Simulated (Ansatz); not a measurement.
# NaTaO2, from a guessed structure to a relaxed one

This structure for NaTaO2 is made up. Its elements were placed in a known structure type with a cell scaled to their sizes. What cell does the guess relax to, and how far off was it?

Method: DFT, PBE, plane-wave PAW, files of the set soft_1, scalar-relativistic, no spin, cell and ions relaxed at zero pressure; PAW set soft_1, in the first sound run; inputs show where later runs differ, in Ansatz 0.2.0.

## (1) Starting point

The structure is trigonal, space group R-3m (No. 166). Conventional cell: a = 3.078 Å, b = 3.078 Å, c = 15.884 Å, α = 90.00°, β = 90.00°, γ = 120.00°. Nearest to Ta lie 6 O at 2.08 Å. Nearest to Na lie 6 O at 2.37 Å. Nearest to O lie 3 Ta at 2.08 Å and 3 Na at 2.37 Å. Farther neighbours and most contacts between anions are not listed.

As a file:

```cif
data_structure
_symmetry_space_group_name_H-M 'P 1'
_symmetry_Int_Tables_number 1
_cell_length_a 5.5849
_cell_length_b 5.5849
_cell_length_c 5.5849
_cell_angle_alpha 31.991
_cell_angle_beta 31.991
_cell_angle_gamma 31.991
_cell_volume 43.44
loop_
_atom_site_label
_atom_site_type_symbol
_atom_site_fract_x
_atom_site_fract_y
_atom_site_fract_z
_atom_site_occupancy
Ta1 Ta 0.00000 0.00000 0.00000 1
Na2 Na 0.50000 0.50000 0.50000 1
O3 O 0.73480 0.73480 0.73480 1
O4 O 0.26520 0.26520 0.26520 1
```

## (2) Relaxing cell and atoms

The guessed cell has no reason to be at equilibrium. It is relaxed with the atoms, within the space group of the guess.

input.yaml

```yaml
crystal:
  lattice:
    - [1.539, 0.888542064, 5.294666667]
    - [-1.539, 0.888542064, 5.294666667]
    - [0.0, -1.777084129, 5.294666667]
  atoms:
    - { symbol: Ta, position: [0.0, 0.0, 0.0] }
    - { symbol: Na, position: [0.5, 0.5, 0.5] }
    - { symbol: O, position: [0.7348, 0.7348, 0.7348] }
    - { symbol: O, position: [0.2652, 0.2652, 0.2652] }
kpoints:
  mp_grid: { grid: [10, 10, 10] }
scf:
  occupations: { method: fermi_dirac, width: 0.05 }
hamiltonian:
  xc: pbe
  pseudopotentials: { kind: paw, azcp: { folder: soft_1 } }
relax:
  f_tol: 0.015
  max_steps: 70
  cell: {}
output:
  forces: true
  stress: true
```

Run with:

```console
ansatz run input.yaml --threads 4 --pin off --max-ram 8192MiB --backend cpu --events-out ev --progress --plain --runs-dir out
```

Numbers of over 12 decimals in the logs are rounded to 6 here.

What it wrote:

```text
basis.fft_grid_basis auto: the FFT boxes are laid along the combinations [[1, 0, -1], [0, 1, -1], [0, 0, 1]] of the cell's own vectors, 3.078, 3.078 and 5.585 Å long. The dense box has 24×24×40 points. Along the cell's own vectors, as sized, it would have 40×40×40, 2.78 times as many. Of the 12 symmetry operations that the crystal satisfies within crystal.symmetry.tolerance (time reversal apart; of a slab, those that [...]
Engine: ansatz 0.2.0, aarch64-unknown-linux-gnu
Pseudopotentials: kind: paw
Pseudopotential: Ta, paw, valence charge 13, recommended cutoff 420 eV (normal), soft_1/Ta.paw.azcp
Pseudopotential: Na, paw, valence charge 9, recommended cutoff 420 eV (normal), soft_1/Na.paw.azcp
Pseudopotential: O, paw, valence charge 6, recommended cutoff 420 eV (normal), soft_1/O.paw.azcp
Functional definition: PBE
  parameter kappa = 0.804
  parameter beta = 0.066725
  exchange = pbe_x(kappa = kappa, mu = beta*pi^2/3)
  correlation = pbe_c(beta = beta)
Crystal: 4 atoms, lattice volume = 43.442 Å³
Basis set: ecut = 420 eV, 845 PW (Γ), FFT grids on a1−a3, a2−a3, a3, exchange–correlation on 48×48×80 points (8 copies of the dense FFT grid, shifted against one another)
Bands: 21, of which v1, the nominal top of the filled ones, is band 17 counted from 1 (16 counted from 0)
Symmetry: 12 space group operations
Space group: R-3m (ITA 166), of the structure as read, at distance tolerance 3.5e-5 Å
k-points: 116 of 1000
Non-local potential: Ta, projectors of the file, l = 0: 3, l = 1: 2, l = 2: 2, l = 3: 1
Non-local potential: Na, projectors of the file, l = 0: 3, l = 1: 2, l = 2: 1
Non-local potential: O, projectors of the file, l = 0: 2, l = 1: 2, l = 2: 1
PAW form: soft (Blöchl's): semilocal exchange-correlation on the pseudo side does not see the compensation charge
PAW one-centre angular grid: Ta, 590 points (default); XC on 64 Gauss nodes
PAW one-centre angular grid: Na, 110 points (default); XC on 64 Gauss nodes
PAW one-centre angular grid: O, 110 points (default); XC on 64 Gauss nodes
Initial density: superposition of atomic densities (chi_scale 0.1, normalization cell, long waves kept (reshape's long-wave potential 0.07 eV rms))
Initial wavefunctions: pseudopotential atomic-orbital guess
Functional: x = pbe(κ = 0.804, μ = 0.219515), c = pbe(β = 0.066725)
SCF iter   1: F=—  HF=-12557.003025 eV  |F-HF|=—  |Δ(HF+E_count)|=         —  Δρ=7.69e-2  dr2=1.60e0  ethr=3.10e-3  ⟨swp⟩=6.0  Hψ=10740  notcnv=0
preconditioner: auto → Kerker (q_TF=auto, 2.619 Å⁻¹)  [metal: Δε(μ)=0.069 eV  Ē_g=11.907 eV  σ=0.050 eV  W_gap=0.31  n_scr=16 (ndim 8)  ℏωp=23.9 eV  f_vac=0.000  D(μ)=1.22/eV (n_scr^D=2)]
SCF iter   2: F=—  HF=-12556.630877 eV  |F-HF|=—  |Δ(HF+E_count)|=   3.72e-1  Δρ=3.10e-2  dr2=3.27e-1  ethr=3.10e-3  ⟨swp⟩=2.0  Hψ=5220  notcnv=0
SCF iter   3: F=—  HF=-12556.607027 eV  |F-HF|=—  |Δ(HF+E_count)|=   2.39e-2  Δρ=1.31e-2  dr2=7.14e-2  ethr=9.62e-4  ⟨swp⟩=2.0  Hψ=4295  notcnv=0
SCF iter   4: F=—  HF=-12556.600126 eV  |F-HF|=—  |Δ(HF+E_count)|=   6.90e-3  Δρ=3.80e-3  dr2=8.77e-3  ethr=2.10e-4  ⟨swp⟩=2.8  Hψ=4601  notcnv=0
SCF iter   5: F=—  HF=-12556.600331 eV  |F-HF|=—  |Δ(HF+E_count)|=   2.05e-4  Δρ=1.47e-3  dr2=6.93e-4  ethr=2.58e-5  ⟨swp⟩=2.0  Hψ=4287  notcnv=0
SCF iter   6: F=—  HF=-12556.600665 eV  |F-HF|=—  |Δ(HF+E_count)|=   3.34e-4  Δρ=2.88e-4  dr2=2.46e-5  ethr=2.04e-6  ⟨swp⟩=2.0  Hψ=3297  notcnv=0
SCF iter   7: F=—  HF=-12556.600693 eV  |F-HF|=—  |Δ(HF+E_count)|=   2.81e-5  Δρ=4.83e-5  dr2=8.50e-7  ethr=7.22e-8  ⟨swp⟩=2.3  Hψ=4037  notcnv=0
SCF iter   8: F=-12556.600694 eV  HF=-12556.600694 eV  |F-HF|=1.82e-8  |Δ(HF+E_count)|=   1.04e-6  Δρ=1.18e-5  dr2=7.28e-8  ethr=2.94e-10  ⟨swp⟩=5.0  Hψ=9381  notcnv=0
SCF 1 converged in 8 iterations: F = -12556.600694 eV  dr2 = 7.28e-8
  greatest PAW one-centre occupation: 0.999 electrons in one spin orbital (limit 2), on the Na atom at site 1 (counted from 0), in its partial waves of l = 0
relax step   1: F+E_penalty+E_count = -12556.60069417 eV  Δ(F+E_penalty+E_count) = +0.000e0 eV  max|allowed force component| = 2.861e0 eV/Å  Δτ_max = 0.0000 Å  P = +19.693 GPa  Ω = 43.442 Å³  (8 SCF iters, dr2 threshold 1.00e-7 eV, accepted)
Crystal: 4 atoms, lattice volume = 45.356 Å³
Basis set: ecut = 420 eV, 877 PW (Γ), FFT grids on a1−a3, a2−a3, a3, exchange–correlation on 48×48×80 points (8 copies of the dense FFT grid, shifted against one another)
Initial density: handed on by an earlier stage of this run
Initial wavefunctions: those handed on with the density
iter 1 solved again at ethr=4.39e-4 eV; its pass at ethr=3.10e-3 eV (dr2=1.49e-1 eV) is discarded
SCF iter   1: F=—  HF=-12557.256999 eV  |F-HF|=—  |Δ(HF+E_count)|=         —  Δρ=1.98e-2  dr2=1.50e-1  ethr=4.39e-4  ⟨swp⟩=1.0  Hψ=13793  notcnv=0
preconditioner: auto → LDOS  [metal: Δε(μ)=0.021 eV  Ē_g=15.635 eV  σ=0.050 eV  W_gap=0.10  n_scr=16 (ndim 8)  ℏωp=27.0 eV  f_vac=0.019  D(μ)=1.04/eV (n_scr^D=2)  β→1.0]
SCF iter   2: F=—  HF=-12557.229618 eV  |F-HF|=—  |Δ(HF+E_count)|=   2.74e-2  Δρ=1.34e-2  dr2=5.90e-2  ethr=4.39e-4  ⟨swp⟩=2.2  Hψ=4685  notcnv=0
SCF iter   3: F=—  HF=-12557.214935 eV  |F-HF|=—  |Δ(HF+E_count)|=   1.47e-2  Δρ=1.92e-3  dr2=9.67e-4  ethr=1.74e-4  ⟨swp⟩=2.0  Hψ=4443  notcnv=0
SCF iter   4: F=—  HF=-12557.215009 eV  |F-HF|=—  |Δ(HF+E_count)|=   7.46e-5  Δρ=5.65e-4  dr2=1.33e-4  ethr=2.85e-6  ⟨swp⟩=2.0  Hψ=3512  notcnv=0
SCF iter   5: F=—  HF=-12557.214968 eV  |F-HF|=—  |Δ(HF+E_count)|=   4.10e-5  Δρ=9.63e-5  dr2=2.41e-6  ethr=3.91e-7  ⟨swp⟩=2.0  Hψ=3264  notcnv=0
SCF iter   6: F=-12557.214971 eV  HF=-12557.214971 eV  |F-HF|=8.32e-9  |Δ(HF+E_count)|=   2.84e-6  Δρ=2.15e-5  dr2=9.13e-8  ethr=1.18e-9  ⟨swp⟩=4.9  Hψ=9203  notcnv=0
SCF 2 converged in 6 iterations: F = -12557.214971 eV  dr2 = 9.13e-8
relax step   2: F+E_penalty+E_count = -12557.21497128 eV  Δ(F+E_penalty+E_count) = -6.143e-1 eV  max|allowed force component| = 7.659e-1 eV/Å  Δτ_max = 0.0943 Å  P = +0.626 GPa  Ω = 45.356 Å³  energy of the carried Pulay correction = -3.958e-3 eV  (6 SCF iters, dr2 threshold 4.00e-7 eV, accepted)
Crystal: 4 atoms, lattice volume = 44.390 Å³
Basis set: ecut = 420 eV, 823 PW (Γ), FFT grids on a1−a3, a2−a3, a3, exchange–correlation on 48×48×80 points (8 copies of the dense FFT grid, shifted against one another)
iter 1 solved again at ethr=2.08e-4 eV; its pass at ethr=3.10e-3 eV (dr2=7.07e-2 eV) is discarded
SCF iter   1: F=—  HF=-12557.462879 eV  |F-HF|=—  |Δ(HF+E_count)|=         —  Δρ=1.45e-2  dr2=7.10e-2  ethr=2.08e-4  ⟨swp⟩=1.0  Hψ=15253  notcnv=0
preconditioner: auto → LDOS  [metal: Δε(μ)=0.039 eV  Ē_g=15.482 eV  σ=0.050 eV  W_gap=0.19  n_scr=16 (ndim 8)  ℏωp=27.3 eV  f_vac=0.019  D(μ)=1.13/eV (n_scr^D=2)  β→1.0]
SCF iter   2: F=—  HF=-12557.447979 eV  |F-HF|=—  |Δ(HF+E_count)|=   1.49e-2  Δρ=5.72e-3  dr2=1.05e-2  ethr=2.08e-4  ⟨swp⟩=2.0  Hψ=4642  notcnv=0
SCF iter   3: F=—  HF=-12557.444970 eV  |F-HF|=—  |Δ(HF+E_count)|=   3.01e-3  Δρ=8.49e-4  dr2=2.02e-4  ethr=3.09e-5  ⟨swp⟩=2.0  Hψ=4802  notcnv=0
SCF iter   4: F=—  HF=-12557.445001 eV  |F-HF|=—  |Δ(HF+E_count)|=   3.14e-5  Δρ=1.92e-4  dr2=9.54e-6  ethr=5.94e-7  ⟨swp⟩=2.0  Hψ=4297  notcnv=0
SCF iter   5: F=—  HF=-12557.445000 eV  |F-HF|=—  |Δ(HF+E_count)|=   8.76e-7  Δρ=6.10e-5  dr2=7.10e-7  ethr=2.81e-8  ⟨swp⟩=2.0  Hψ=4280  notcnv=0
SCF iter   6: F=-12557.445000 eV  HF=-12557.445000 eV  |F-HF|=1.27e-9  |Δ(HF+E_count)|=   4.83e-8  Δρ=1.17e-5  dr2=3.40e-8  ethr=1.18e-9  ⟨swp⟩=4.2  Hψ=8740  notcnv=0
SCF 3 converged in 6 iterations: F = -12557.445000 eV  dr2 = 3.40e-8
relax step   3: F+E_penalty+E_count = -12557.44500034 eV  Δ(F+E_penalty+E_count) = -2.300e-1 eV  max|allowed force component| = 1.627e-1 eV/Å  Δτ_max = 0.0649 Å  P = -0.902 GPa  Ω = 44.390 Å³  energy of the carried Pulay correction = -1.982e-3 eV  (6 SCF iters, dr2 threshold 4.00e-7 eV, accepted)
[... from here on, the SCF cycles and remarks between the steps are left out ...]
relax step   4: F+E_penalty+E_count = -12557.45636702 eV  Δ(F+E_penalty+E_count) = -1.137e-2 eV  max|allowed force component| = 2.851e-1 eV/Å  Δτ_max = 0.0047 Å  P = -0.188 GPa  Ω = 44.207 Å³  energy of the carried Pulay correction = -1.604e-3 eV  (5 SCF iters, dr2 threshold 4.00e-7 eV, accepted)
relax step   5: F+E_penalty+E_count = -12557.46340954 eV  Δ(F+E_penalty+E_count) = -7.043e-3 eV  max|allowed force component| = 1.657e-1 eV/Å  Δτ_max = 0.0195 Å  P = +0.342 GPa  Ω = 44.497 Å³  energy of the carried Pulay correction = -2.203e-3 eV  (5 SCF iters, dr2 threshold 4.00e-7 eV, accepted)
relax step   6: F+E_penalty+E_count = -12557.46520973 eV  Δ(F+E_penalty+E_count) = -1.800e-3 eV  max|allowed force component| = 5.488e-3 eV/Å  Δτ_max = 0.0098 Å  P = +0.014 GPa  Ω = 44.386 Å³  energy of the carried Pulay correction = -1.974e-3 eV  (4 SCF iters, dr2 threshold 4.00e-7 eV, accepted)
relax step   7: F+E_penalty+E_count = -12557.46520578 eV  Δ(F+E_penalty+E_count) = +3.954e-6 eV  max|allowed force component| = 2.976e-4 eV/Å  Δτ_max = 0.0007 Å  P = -0.003 GPa  Ω = 44.399 Å³  energy of the carried Pulay correction = -2.002e-3 eV  (3 SCF iters, dr2 threshold 5.94e-8 eV, accepted)
relax step   8: F+E_penalty+E_count = -12557.48776824 eV  Δ(F+E_penalty+E_count) = -2.256e-2 eV  max|allowed force component| = 7.332e-4 eV/Å  Δτ_max = 0.0000 Å  P = +0.662 GPa  Ω = 44.399 Å³  stress off target by 1.85e0 GPa  SCF on the basis re-selected at this cell (its energy is not comparable with the rows above)  (7 SCF iters)
relax step   9: F+E_penalty+E_count = -12557.48928562 eV  Δ(F+E_penalty+E_count) = -1.517e-3 eV  max|allowed force component| = 4.932e-3 eV/Å  Δτ_max = 0.0046 Å  P = +0.028 GPa  Ω = 44.636 Å³  energy of the carried Pulay correction = -4.998e-4 eV  (4 SCF iters, dr2 threshold 4.00e-7 eV, accepted)
relax step  10: F+E_penalty+E_count = -12557.48926943 eV  Δ(F+E_penalty+E_count) = +1.619e-5 eV  max|allowed force component| = 1.180e-4 eV/Å  Δτ_max = 0.0008 Å  P = +0.004 GPa  Ω = 44.656 Å³  energy of the carried Pulay correction = -5.428e-4 eV  (3 SCF iters, dr2 threshold 6.69e-8 eV, accepted)
iter 1 solved again at ethr=3.76e-8 eV; its pass at ethr=3.10e-3 eV (dr2=1.28e-5 eV) is discarded
SCF iter   1: F=—  HF=-12557.489767 eV  |F-HF|=—  |Δ(HF+E_count)|=         —  Δρ=7.12e-5  dr2=2.92e-7  ethr=3.76e-8  ⟨swp⟩=3.9  Hψ=17826  notcnv=0
preconditioner: auto → LDOS  [metal: Δε(μ)=0.017 eV  Ē_g=15.612 eV  σ=0.050 eV  W_gap=0.09  n_scr=16 (ndim 8)  ℏωp=27.2 eV  f_vac=0.029  D(μ)=1.13/eV (n_scr^D=4)  β→1.0]
SCF iter   2: F=—  HF=-12557.489831 eV  |F-HF|=—  |Δ(HF+E_count)|=   6.33e-5  Δρ=2.65e-5  dr2=1.98e-7  ethr=8.59e-10  ⟨swp⟩=2.0  Hψ=4105  notcnv=0
SCF iter   3: F=—  HF=-12557.489831 eV  |F-HF|=—  |Δ(HF+E_count)|=   7.17e-8  Δρ=5.68e-6  dr2=6.72e-9  ethr=5.82e-10  ⟨swp⟩=2.0  Hψ=3458  notcnv=0
SCF iter   4: F=—  HF=-12557.489831 eV  |F-HF|=—  |Δ(HF+E_count)|=   1.92e-8  Δρ=6.54e-7  dr2=4.11e-11  ethr=1.98e-11  ⟨swp⟩=2.0  Hψ=3461  notcnv=0
SCF iter   5: F=-12557.489831 eV  HF=-12557.489831 eV  |F-HF|=1.82e-12  |Δ(HF+E_count)|=  3.55e-10  Δρ=1.04e-7  dr2=1.71e-12  ethr=1.00e-12  ⟨swp⟩=4.0  Hψ=8186  notcnv=0
SCF 11 converged in 5 iterations: F = -12557.489831 eV  dr2 = 1.71e-12
relax step  11: F+E_penalty+E_count = -12557.48983055 eV  Δ(F+E_penalty+E_count) = -5.611e-4 eV  max|allowed force component| = 2.110e-4 eV/Å  Δτ_max = 0.0000 Å  P = +0.011 GPa  Ω = 44.656 Å³  stress off target by 3.85e-2 GPa  SCF on the basis re-selected at this cell (its energy is not comparable with the rows above)  (5 SCF iters)
basis re-selected at this cell: Δ(F+E_penalty+E_count) = -5.611e-4 eV, ΔP = +0.007 GPa vs the last step (what re-selecting the basis moved, of the pressure what is left beyond the Pulay correction that the steps carried, after the strain that the cell walked since its last selection, with what the two solves' SCF thresholds leave and, on support functions, any second-order correction that the steps lacked; it is no m [...]
SCF converged after 5 iterations
Free energy (F): -12557.489831 eV
Harris-Foulkes:  -12557.489831 eV  (|F-HF|=1.82e-12)
Internal energy: -12557.481323 eV  (E = F + TS)
E sigma→0 (E₀):  -12557.485577 eV
Entropy (-TS):   -0.008508 eV (-2.127 meV/atom)
Fermi energy:    13.522956 eV
--- Per-component energies (eV) ---
  E_band       = -294.351525
  E_kinetic    = 846.344707
  E_local      = -2419.453482  (includes V_loc(G=0)·N_el)
  E_nonlocal   = 372.666535
  E_hartree    = 829.860834
  E_xc         = -502.959972
  E_vxc        = -466.048115  (∫ρ·V_xc dr)
  E_paw        = -8923.034563  (= ΣΔE_a)
  E_vpaw       = -287.584532  (= ΣTr[D̂ρ^β])
  E_aug_tail   = 0.001694  (compensation charges beyond the density's cutoff)
  E_ewald      = -2760.907076
  E_smearing   = -0.008508  (= −TS)
  E_closure    = 0.000000  (closes the sum)
  Σ components = -12557.489831   (vs F -12557.489831, Δ=0.00e0)
--- Forces (eV/Å), atoms counted from 1 ---
  atom   1  Ta     0.00000000     0.00000000     0.00000000
  atom   2  Na     0.00000000     0.00000000    -0.00000000
  atom   3  O      0.00000000     0.00000000    -0.00021095
  atom   4  O      0.00000000    -0.00000000     0.00021095
  max |Σ_I F_I| component: 5.42e-20 eV/Å
--- Stress (GPa, compression-positive) ---
       -0.002892       0.000000       0.000000
        0.000000      -0.002892      -0.000000
        0.000000      -0.000000       0.038496
  P = ⅓ Tr σ = 0.0109 GPa (0.109 kbar)
--- Relaxed structure (9 steps of the walk, 9 accepted, 2 SCFs on fresh bases) ---
  F+E_penalty+E_count = -12557.48983055 eV   max|allowed force component| = 2.110e-4 eV/Å   (the final SCF, on the basis selected at the relaxed cell)
  cell:  # Å, volume = 44.6557 Å³
    - [1.468274, 0.847708, 5.979605]
    - [-1.468274, 0.847708, 5.979605]
    - [0, -1.695417, 5.979605]
  atoms:
    - { symbol: Ta, position: [-2.371948218268785e-19, -2.3719482182687886e-19, -2.3719482168556505e-19] }
    - { symbol: Na, position: [0.500000, 0.500000, 0.500000] }
    - { symbol: O, position: [0.743538, 0.743538, 0.743538] }
    - { symbol: O, position: [0.256462, 0.256462, 0.256462] }
```

It took 14 s on 4 threads of Arm Neoverse V1, shared host; peak memory 0.43 GiB; 53 s of CPU time.

Relaxation path:

```
step  energy less that of the first step (eV)  largest force component (eV/Å)  pressure (GPa)  volume (Å³)
   1                                   0.0000                          2.8614           19.69        43.44
   2                                  -0.6143                          0.7659            0.63        45.36
   3                                  -0.8443                          0.1627           -0.90        44.39
   4                                  -0.8557                          0.2851           -0.19        44.21
   5                                  -0.8627                          0.1657            0.34        44.50
   6                                  -0.8645                          0.0055            0.01        44.39
   7                                  -0.8645                          0.0003            0.00        44.40
  8*                                  -0.8871                          0.0007            0.66        44.40
   9                                  -0.8886                          0.0049            0.03        44.64
  10                                  -0.8886                          0.0001            0.00        44.66
 11*                                  -0.8891                          0.0002            0.01        44.66
```

Relaxation steps marked * repeat the geometry before them on a plane-wave basis chosen anew for their cell, so energy and pressure can jump there.

The run keeps the 12 symmetry operations that it works with, so distortions that break them were not tested.

```
     cell as run  before  after   change
           a (Å)   5.585  6.215  +11.3 %
           b (Å)   5.585  6.215  +11.3 %
           c (Å)   5.585  6.215  +11.3 %
           α (°)   31.99  27.33  -14.6 %
           β (°)   31.99  27.33  -14.6 %
           γ (°)   31.99  27.33  -14.6 %
volume (Å³/atom)   10.86  11.16   +2.8 %
```

The atoms that moved most (Å, as changes of fractional coordinates times the final cell):

```
atom     dx     dy      dz  length
  O3  0.000  0.000   0.157   0.157
  O4  0.000  0.000  -0.157   0.157
```

This step gave:

- free energy: -12557.4898 eV
- energy at zero smearing: -12557.4856 eV
- smearing term TS: 0.008508 eV
- Fermi energy: 13.52 eV
- electrons: 34
- symmetry operations: 12
- pressure: 0.01090 GPa

Shortest distances by pair of elements, guess and relaxed (not always the same contact):

```
 pair  guess (Å)  relaxed (Å)
 O–Ta      2.081        2.185
 Na–O      2.368        2.339
Ta–Ta      3.078        2.937
Na–Na      3.078        2.937
  O–O      2.801        2.937
```

The relaxation ends with a largest force component of 2.1e-4 eV/Å and a pressure of 0.01 GPa.

(Part 1 of 2 ends here.)

[Logs are printed without paths, hosts, clocks, repeated set-up lines and the standing remarks that a program may print on its own settings, such as how far it seeks lower states.]

[Hosts, paths, dates, database ids (printed as entryN), source tags and the programs' standing remarks are cut or masked in the printed files.]
